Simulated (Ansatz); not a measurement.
**K on Os(0001): change of the work function**

How does one ordered layer of K (top site) change the work function of Os(0001), and what dipole does each adsorbate carry?

Method: plane-wave DFT, r2SCAN, Ansatz PAW, in the first sound run; inputs show where later runs differ, in Ansatz 0.2.0.

Report form: the programs' logs are mostly left out.

## 1. The starting structure

The cell holds 4 atoms: 4 Os. Its edges and angles: a = 2.740 Å, b = 2.740 Å, c = 24.490 Å, α = 90.0°, β = 90.0°, γ = 60.0°. Vacuum lies along c.

## 2. The clean slab

The bare slab comes first, as the zero from which every change is counted. The two lowest layers are held at bulk places and the upper ones relax. The dipole correction removes the false field that a one-sided slab makes across the periodic vacuum, so each face gets a flat vacuum level of its own.

The input, input.yaml:

```yaml
crystal:
  lattice:
    - [2.74, 0.0, 0.0]
    - [1.37, 2.3729096064, 0.0]
    - [0.0, 0.0, 24.48969]
  atoms:
    - { symbol: Os, position: [0.6666666667, 0.6666666667, 0.3675015894] }
    - { symbol: Os, position: [0.0, 0.0, 0.4558338631] }
    - { symbol: Os, position: [0.6666666667, 0.6666666667, 0.5441661369] }
    - { symbol: Os, position: [0.0, 0.0, 0.6324984106] }
kpoints:
  mp_grid: { grid: [13, 13, 1] }
hamiltonian:
  xc: r2scan
scf:
  occupations: { method: fermi_dirac, width: 0.1 }
  convergence: { dr2_threshold: 1.0e-08 }
efield:
  axis: 3
  dipole_correction: true
  ramp_position: 0.97
  ramp_width: 0.06
relax:
  f_tol: 0.02
  max_steps: 60
  constraints: [{ sites: [0, 1] }]
output:
  write_potential: true
  write_density: true
  volumetric_format: npy
```

Run with:

```bash
ansatz run input.yaml --threads 4 --pin off --max-ram 12288MiB --backend cpu --events-out ev --progress --plain --runs-dir out
```

Wall time 34 s (4 threads of Arm Neoverse V1, shared host); peak memory 0.76 GiB.

Step by step:

```tsv
step	energy less that of the first step (eV)	largest force component (eV/Å)
1	0.0000	0.9967
2	0.0291	1.6064
3	-0.0422	0.1922
4	-0.0431	0.0108
```

Relaxation step 2 was tried and not accepted.

The run keeps the 6 symmetry operations that it works with, so distortions that break them were not tested.

The atoms that moved most (Å):

```tsv
atom	dx	dy	dz	length
Os4	0.000	0.000	-0.089	0.089
Os3	0.000	0.000	-0.009	0.009
```

The relaxed structure:

```cif
data_structure
_symmetry_space_group_name_H-M 'P 1'
_symmetry_Int_Tables_number 1
_cell_length_a 2.7400
_cell_length_b 2.7400
_cell_length_c 24.4897
_cell_angle_alpha 90.000
_cell_angle_beta 90.000
_cell_angle_gamma 60.000
_cell_volume 159.23
loop_
_atom_site_label
_atom_site_type_symbol
_atom_site_fract_x
_atom_site_fract_y
_atom_site_fract_z
_atom_site_occupancy
Os1 Os 0.66667 0.66667 0.36750 1
Os2 Os 0.00000 0.00000 0.45583 1
Os3 Os 0.66667 0.66667 0.54378 1
Os4 Os 0.00000 0.00000 0.62886 1
```

This step gave:

* energy at zero smearing: -45587.8529 eV
* work function, upper face: 5.392 eV
* work function, lower face: 5.435 eV
* dipole along the normal: 0.001548 e·Å
* step between the vacuum levels: -0.04309 eV

Running mean over 2.16323 Å of the planar mean; the ramp of the sawtooth is left out. Table of electron's electrostatic potential energy less the Fermi level by z:

```tsv
z (Å)	electron's electrostatic potential energy less the Fermi level (eV)
3	5.44
4	5.44
5	5.43
6	5.34
7	4.12
8	-4.90
9	-12.0
10	-12.6
11	-12.8
12	-13.0
13	-13.0
14	-13.5
15	-12.9
16	-9.27
17	1.69
18	5.11
19	5.37
20	5.39
21	5.39
```

The relaxation took 4 steps and lowered the energy by 0.043 eV; the largest force on the free atoms ends at 0.011 eV/Å.

The work function of the upper face is 5.39 eV.

## 3. The covered slab

System of this step: K/Os(0001). The cell holds 17 atoms: 16 Os and 1 K. Cell: a = 5.480 Å, b = 5.480 Å, c = 28.044 Å, α = 90.0°, β = 90.0°, γ = 60.0°. Vacuum lies along c.

The clean slab as it ended is repeated in the plane and the adsorbate is set on one face; the cell's size fixes the coverage, and the k-mesh shrinks with it to keep the sampling density about even. Adsorbate and upper layers relax, since the dipole depends on the height.

The input, input.yaml:

```yaml
crystal:
  lattice:
    - [5.48, 0.0, 0.0]
    - [2.74, 4.7458192128, 0.0]
    - [0.0, 0.0, 28.0441665387]
  atoms:
    - { symbol: Os, position: [0.3333333333, 0.3333333333, 0.3209223561] }
    - { symbol: Os, position: [0.0, 0.0, 0.398058897] }
    - { symbol: Os, position: [0.3333333333, 0.3333333333, 0.4748596962] }
    - { symbol: Os, position: [0.0, 0.0, 0.5491575768] }
    - { symbol: Os, position: [0.3333333333, 0.8333333333, 0.3209223561] }
    - { symbol: Os, position: [0.0, 0.5, 0.398058897] }
    - { symbol: Os, position: [0.3333333333, 0.8333333333, 0.4748596962] }
    - { symbol: Os, position: [0.0, 0.5, 0.5491575768] }
    - { symbol: Os, position: [0.8333333333, 0.3333333333, 0.3209223561] }
    - { symbol: Os, position: [0.5, 0.0, 0.398058897] }
    - { symbol: Os, position: [0.8333333333, 0.3333333333, 0.4748596962] }
    - { symbol: Os, position: [0.5, 0.0, 0.5491575768] }
    - { symbol: Os, position: [0.8333333333, 0.8333333333, 0.3209223561] }
    - { symbol: Os, position: [0.5, 0.5, 0.398058897] }
    - { symbol: Os, position: [0.8333333333, 0.8333333333, 0.4748596962] }
    - { symbol: Os, position: [0.5, 0.5, 0.5491575768] }
    - { symbol: K, position: [0.0, 0.0, 0.6790776439] }
kpoints:
  mp_grid: { grid: [7, 7, 1] }
hamiltonian:
  xc: r2scan
scf:
  occupations: { method: fermi_dirac, width: 0.1 }
  convergence: { dr2_threshold: 1.0e-08 }
efield:
  axis: 3
  dipole_correction: true
  ramp_position: 0.97
  ramp_width: 0.06
relax:
  f_tol: 0.02
  max_steps: 60
  constraints: [{ sites: [0, 1, 4, 5, 8, 9, 12, 13] }]
output:
  bader: true
  dos: { projected: true, e_range: [-8, 4] }
  write_potential: true
  write_density: true
  volumetric_format: npy
  elf: true
```

The job ended after 11 min (4 threads; peak memory 4.6 GiB).

Step by step:

```tsv
step	energy less that of the first step (eV)	largest force component (eV/Å)
1	0.0000	0.6838
2	-0.0768	0.6667
3	-0.2042	0.5091
4	-0.2817	0.2350
5	-0.2962	0.1011
6	-0.2982	0.0549
7	-0.2985	0.0025
```

Forces are held to the 6 operations that the run works with; a distortion that breaks them can't arise in this run.

The atoms that moved most (Å):

```tsv
atom	dx	dy	dz	length
K17	0.000	0.000	-0.645	0.645
Os4	0.000	0.000	-0.031	0.031
Os16	0.000	0.000	0.016	0.016
Os8	0.000	0.000	0.016	0.016
Os12	0.000	0.000	0.016	0.016
Os15	-0.006	-0.004	-0.007	0.010
Os7	0.006	-0.004	-0.007	0.010
Os11	0.000	0.007	-0.007	0.010
```

This step gave:

* energy at zero smearing: -183895.2489 eV
* work function, upper face: 1.763 eV
* work function, lower face: 5.414 eV
* dipole along the normal: 0.5248 e·Å
* step between the vacuum levels: -3.652 eV

Running mean over 2.16323 Å of the planar mean; the ramp of the sawtooth is left out. Table of electron's electrostatic potential energy less the Fermi level by z:

```tsv
z (Å)	electron's electrostatic potential energy less the Fermi level (eV)
4	5.41
5	5.41
6	5.32
7	4.11
8	-4.94
9	-12.1
10	-12.6
11	-12.8
12	-13.1
13	-13.0
14	-13.4
15	-12.9
16	-9.51
17	-0.259
18	-0.233
19	-0.988
20	0.612
21	1.34
22	1.61
23	1.71
24	1.75
```

The density of states has structure finer than the step of the table below, so its rows give means over 0.25 eV, whole bins alone (the curve runs from -8 to 1.98 eV). Peaks (eV: height): -5.200: 42.1, -4.030: 40.1, -3.580: 29.9, -2.620: 42.1, -1.770: 37.8, 1.230: 31.3, 1.500: 65.2.

Density of states against energy, zero at the Fermi level; means over each step:

```tsv
energy (eV)	density of states (states/eV a cell)
-7.75	9.62
-7.50	8.99
-7.25	13.7
-7.00	13.6
-6.75	14.3
-6.50	13.0
-6.25	15.3
-6.00	15.2
-5.75	10.3
-5.50	12.7
-5.25	20.2
-5.00	12.9
-4.75	17.2
-4.50	16.4
-4.25	6.34
-4.00	16.1
-3.75	16.6
-3.50	23.7
-3.25	19.1
-3.00	15.7
-2.75	24.4
-2.50	33.4
-2.25	25.0
-2.00	22.2
-1.75	20.3
-1.50	12.8
-1.25	11.3
-1.00	10.1
-0.75	14.6
-0.50	15.7
-0.25	14.0
0.00	10.8
0.25	16.0
0.50	14.5
0.75	17.1
1.00	12.3
1.25	15.1
1.50	29.3
1.75	20.3
```

Projected DOS per atom over height of the atomic layer and energy from the Fermi level. Layers: Os4 Os4 Os4 Os4 K from below.

Ten even steps from '_' (0.00 states/eV) to '@' (2.19 states/eV), each cell a mean:
```
==****==..
++====++..
==------::
++::::++::
==::::--..
**----++__
==::::--__
--::::--..
##++==**__
@@++++@@__
##++++@@__
++====++__
++++++++__
::----::__
++++====__
--++====__
------==__
--====--__
--====--__
..++++::__
..====::__
..::--..__
```
Columns: height of the atomic layer (Å) from 9 to 18.4 (not evenly spaced); rows upwards: energy from the Fermi level (eV) from -7.96 to 1.95.

Valence density in the ca plane at fractional y = 0.000, with atoms of Os and K within 0.2 Å of it. It is the smooth field of the valence electrons, not physical close to the nuclei.

Values in e/Å³, 8 rows by 16 columns, each cell a mean:
```
0.5 1.0 5.1 1.0 0.5 0.7 4.8 1.6 0.3 2.6 0.9 0.0 0.0 0.0 0.0 0.0
1.2 0.4 0.7 0.4 1.2 0.5 0.7 0.3 0.1 0.3 0.1 0.0 0.0 0.0 0.0 0.0
0.9 0.5 1.3 0.5 0.9 0.5 1.2 0.5 0.1 0.0 0.0 0.0 0.0 0.0 0.0 0.0
0.4 1.3 6.5 1.3 0.4 0.7 5.9 2.4 0.1 0.0 0.0 0.0 0.0 0.0 0.0 0.0
0.5 1.0 5.1 1.0 0.5 0.6 4.6 1.8 0.1 0.0 0.0 0.0 0.0 0.0 0.0 0.0
1.2 0.4 0.7 0.4 1.2 0.5 0.7 0.3 0.1 0.0 0.0 0.0 0.0 0.0 0.0 0.0
0.9 0.5 1.3 0.5 0.9 0.5 1.3 0.5 0.1 0.7 0.2 0.0 0.0 0.0 0.0 0.0
0.4 1.3 6.5 1.3 0.4 0.8 6.1 2.1 0.4 3.3 1.2 0.0 0.0 0.0 0.0 0.0
```
Columns run along c (16.0 Å, from fractional 0.32 to 0.89 of the cell), rows up along a (5.5 Å). Atoms in or near the plane, at fractional coordinates: Os at (0.40, 0.00), Os at (0.55, 0.00), Os at (0.40, 0.50), Os at (0.55, 0.50), K at (0.66, 0.00).

ELF in the ca plane at fractional y = 0.000, with atoms of Os and K within 0.2 Å of it. It is the smooth field of the valence electrons, not physical close to the nuclei.

Ten even steps from '0' (0.01) to '9' (0.87), each cell a mean:
```
43334767633333336767521289899720001333211000
32333566434322344665321169998510001333211000
44333333333343333333332016775200002332211000
54333334332354233344443100221000012332211000
44333333333343233333333200000000023332210000
33333576434333344676322210000000123332210000
43334767633333335767522221100001223332210000
44434745733433335647622221100011233332110000
33333677534333334777422221000001223332210000
33333354333333343454323210000000123332210000
54333333332354233334443100000000012332210000
54333333332354233334443003553100002332211000
33333354333333343454331048997400001333211000
33333677534333335777421189999720001333211000
44434745733433336647621299689830001333211000
```
Columns run along c (16.0 Å, from fractional 0.32 to 0.89 of the cell), rows up along a (5.5 Å). Atoms in or near the plane, at fractional coordinates: Os at (0.40, 0.00), Os at (0.55, 0.00), Os at (0.40, 0.50), Os at (0.55, 0.50), K at (0.66, 0.00).

Electrostatic potential energy in the ca plane at fractional y = 0.000, with atoms of Os and K within 0.2 Å of it. With pseudopotentials it is smooth inside the atoms' cores, unlike the true potential.

Ten even steps from '0' (-50 eV) to '9' (9 eV), each cell a mean:
```
99985100269999973000489862115899999999999999
77887422588878886324799985457899999999999999
55788867898656788777999998788999999999999999
44689988998544799989999999999999999999999999
55788767898656788767999999999999999999999999
77887422588878886323699999999999999999999999
99985100269999983000489999999999999999999999
99985000169999973000379999999999999999999999
88986200379888985101589999999999999999999999
66888645788767887545899999999999999999999999
44689888998645799888999999999999999999999999
44789888898645789888999999889999999999999999
66888644788767887546899987668999999999999999
88986200379988984102589973236899999999999999
99985000169999972000489851014899999999999999
```
Columns run along c (16.0 Å, from fractional 0.32 to 0.89 of the cell; values clipped at the 3rd and 97th percentile), rows up along a (5.5 Å). Atoms in or near the plane, at fractional coordinates: Os at (0.40, 0.00), Os at (0.55, 0.00), Os at (0.40, 0.50), Os at (0.55, 0.50), K at (0.66, 0.00).

The relaxation took 7 steps and lowered the energy by 0.30 eV; the largest force on the free atoms ends at 0.0025 eV/Å.

By hand: a sheet of dipoles makes a step −p/(ε₀A) in the electron's potential. With e/ε₀ = 180.95 V·Å, p = 0.5248 e·Å and A = 26.01 Å², that is −180.95 × (0.5248) / 26.01 = -3.652 eV, and the two vacuum levels of the run differ by -3.652 eV.

The covered face has 1.76 eV, -3.63 eV against the clean one; the bare back face has moved by -0.02 eV, a measure of how thin the slab is.

## 4. Work function against coverage

This step: plane-wave DFT, r2SCAN, Ansatz PAW; work function against coverage (Ansatz 0.2.0).

The runs are now put side by side.

Numbers from this step:

```
work function of the clean face     : 5.392 eV
largest change of the work function : -3.630 eV
```

Work function of the covered face against coverage:

```tsv
coverage (adsorbates/nm²)	work function of the covered face (eV)
0.00	5.39
3.85	1.76
```

The dipole per adsorbate comes from the change of the cell's dipole. Coverage, by row:

```tsv
coverage (1/nm²)	coverage (ML)	work function (eV)	change (eV)	dipole per adsorbate, positive end outwards (debye)	mean height of the added atoms over the highest substrate atom (Å)
3.845	0.25	1.763	-3.63	2.491	2.983
```

## 5. The 0.25 ML cell at another level of theory, cutoff 420 eV, functional revpbe

This step: plane-wave DFT, revPBE, Ansatz PAW (Ansatz 0.2.0).

The geometry is kept and the functional is revPBE; other changes against the main runs: cutoff 500 → 420.

The input, input.yaml:

```yaml
crystal:
  lattice:
    - [5.48, 0.0, 0.0]
    - [2.74, 4.7458192128, 0.0]
    - [0.0, 0.0, 28.0441665387]
  atoms:
    - { symbol: Os, position: [0.3333333333, 0.3333333333, 0.3209223561] }
    - { symbol: Os, position: [0.0, 0.0, 0.398058897] }
    - { symbol: Os, position: [0.3333333333, 0.3333333333, 0.4748056549] }
    - { symbol: Os, position: [0.0, 0.0, 0.5480598831] }
    - { symbol: Os, position: [0.3333333333, 0.8333333333, 0.3209223561] }
    - { symbol: Os, position: [0.0, 0.5, 0.398058897] }
    - { symbol: Os, position: [0.3348511174, 0.8325744413, 0.4745938795] }
    - { symbol: Os, position: [1.51411e-05, 0.4999924295, 0.5497290972] }
    - { symbol: Os, position: [0.8333333333, 0.3333333333, 0.3209223561] }
    - { symbol: Os, position: [0.5, 0.0, 0.398058897] }
    - { symbol: Os, position: [0.8325744413, 0.3348511174, 0.4745938795] }
    - { symbol: Os, position: [0.4999924295, 1.51411e-05, 0.5497290972] }
    - { symbol: Os, position: [0.8333333333, 0.8333333333, 0.3209223561] }
    - { symbol: Os, position: [0.5, 0.5, 0.398058897] }
    - { symbol: Os, position: [0.8325744413, 0.8325744413, 0.4745938795] }
    - { symbol: Os, position: [0.4999924295, 0.4999924295, 0.5497290972] }
    - { symbol: K, position: [0.0, 0.0, 0.6560817967] }
kpoints:
  mp_grid: { grid: [7, 7, 1] }
hamiltonian:
  xc: revpbe
scf:
  occupations: { method: fermi_dirac, width: 0.1 }
  convergence: { dr2_threshold: 1.0e-08 }
efield:
  axis: 3
  dipole_correction: true
  ramp_position: 0.97
  ramp_width: 0.06
output:
  write_potential: true
  write_density: true
  volumetric_format: npy
```

The job ended after 60 s (4 threads; peak memory 2.6 GiB; 3.8 min of CPU time).

This step gave:

- energy at zero smearing: -183835.3339 eV
- work function, upper face: 1.713 eV
- work function, lower face: 5.242 eV
- dipole along the normal: 0.5072 e·Å
- step between the vacuum levels: -3.529 eV

The work function comes to 1.71 eV, -0.05 eV from the first level.

## 6. The 0.25 ML cell at another level of theory, cutoff 1006.82 eV, functional PBE

This step: plane-wave DFT, PBE, norm-conserving (Ansatz 0.2.0).

The geometry is kept and the functional is PBE; other changes against the main runs: norm-conserving files and cutoff 500 → 1006.82.

Changes to input.yaml since step 5:

```diff
@@ -26,3 +26,4 @@
 hamiltonian:
-  xc: revpbe
+  xc: pbe
+  pseudopotentials: { kind: nc }
 scf:
```

The job ended after 5.8 min (4 threads; peak memory 8.1 GiB; 22 min of CPU time).

This step gave:

| Item | Value |
| --- | --- |
| energy at zero smearing | -44779.8443 eV |
| work function, upper face | 1.735 eV |
| work function, lower face | 5.371 eV |
| dipole along the normal | 0.5226 e·Å |
| step between the vacuum levels | -3.636 eV |

The work function comes to 1.73 eV, -0.03 eV from the first level.

## 7. The 0.25 ML cell at another level of theory, cutoff 690 eV, functional PBE

This step: plane-wave DFT, PBE, JTH PAW (Ansatz 0.2.0).

The geometry is kept and the functional is PBE; other changes against the main runs: JTH PAW files and cutoff 500 → 690.

Changes to input.yaml since step 6:

```diff
@@ -27,3 +27,3 @@
   xc: pbe
-  pseudopotentials: { kind: nc }
+  pseudopotentials: { kind: paw, source: jth }
 scf:
```

Elapsed: 1.8 min, on 4 threads; peak memory 3.6 GiB.

The work function comes to 1.74 eV, -0.03 eV from the first level.

(Part 1 of 2 ends here.)

[Logs are printed without paths, hosts, clocks, repeated set-up lines and the standing remarks that a program may print on its own settings, such as how far it seeks lower states.]

[Hosts, paths, dates, database ids (printed as entryN), source tags and the programs' standing remarks are cut or masked in the printed files.]

[Maps of the electrostatic potential energy from Ansatz leave out the sawtooth potential of an applied field or a dipole correction, so their vacuum need not be flat; planar profiles and work functions include it.]

[The density of states shown here was stored with 400 of the rows of the run's finer table, so its peaks can read low, often by over a quarter, or be missed, and its means over a window can be off by a tenth or more.]
